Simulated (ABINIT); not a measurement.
Computed results, one entry a study.

```cif
data_gap
_symmetry_space_group_name_H-M 'F-43m'
_symmetry_Int_Tables_number 216
_cell_length_a 5.4505
_cell_length_b 5.4505
_cell_length_c 5.4505
_cell_angle_alpha 90.000
_cell_angle_beta 90.000
_cell_angle_gamma 90.000
_cell_volume 161.92
loop_
_atom_site_label
_atom_site_type_symbol
_atom_site_symmetry_multiplicity
_atom_site_Wyckoff_symbol
_atom_site_fract_x
_atom_site_fract_y
_atom_site_fract_z
_atom_site_occupancy
Ga1 Ga 4 a 0.00000 0.00000 0.00000 1
P1 P 4 d 0.25000 0.25000 0.75000 1
_calc_subject 'GaP (F-43m): G0W0 with ABINIT, start to end'
_calc_method 'RPA screening on PBE with spin-orbit coupling, plane waves, norm-conserving pseudopotentials (and 2 further levels or steps)'
_calc_program 'ABINIT 10.8.3'
_calc_settings 'cutoff 45 Ha, PseudoDojo fully relativistic 0.4 stringent, norm-conserving, ngkpt (4, 4, 4), nband 182, ecuteps 5.5 Ha, shiftk (0, 0, 0), symchi 1, awtr 1, frequency ppm, 4×4×4 k-mesh'
_calc_cost '5 runs, 5 min in all on 8 MPI ranks of Arm Neoverse V2, shared host'
_calc_notes 'The program’s warnings: Neglecting <n,k|[Vnl,iqr]|m,k>. The cell and positions come from the Crystallography Open Database and are kept as given unless a step says otherwise. Limits: screening head approximate. The 4×4×4 mesh is coarse for this cell, which bears on the long-range parts of exchange and screening.'
_calc_pbe_gap '1.61 eV, indirect'
_calc_g0w0_gap_on_the_mesh '2.16 eV'
_calc_gw_settings '4×4×4 mesh, 182 bands, screening to 149.7 eV, Godby-Needs plasmon pole'
_calc_known_limits 'short of the basis limit; screening head approximate; coarse k mesh'
```

[Long decimals in the printed logs are rounded to 6 places.]

[Logs are printed without paths, hosts, clocks, repeated set-up lines and the standing remarks that a program may print on its own settings, such as how far it seeks lower states.]

[Paths, hosts, dates, memory and timing lines, banners, echoed tables and standing remarks are left out of the program output; an Ansatz launch command may be rebuilt from the run's recorded settings. Measured values are a selection of at most five: reports struck by readers or far from the other reports are left out. None is set beside runs whose start may be inverted or whose files or cutoffs have a known fault.]

[Runs of the session that timed out or met a known fault of the program may be left out.]

[Hosts, paths, dates, database ids (printed as entryN), source tags and the programs' standing remarks are cut or masked in the printed files.]

[G0W0 gaps are taken among the corrected bands and points alone; a level outside them can change the order at an edge.]

[Where Ansatz stands beside ABINIT at settings called matched, ABINIT's density can come from a denser mesh and the files from another edition; pairs whose starting gaps differed by over 0.03 eV were left out, so agreement reads better than it is.]
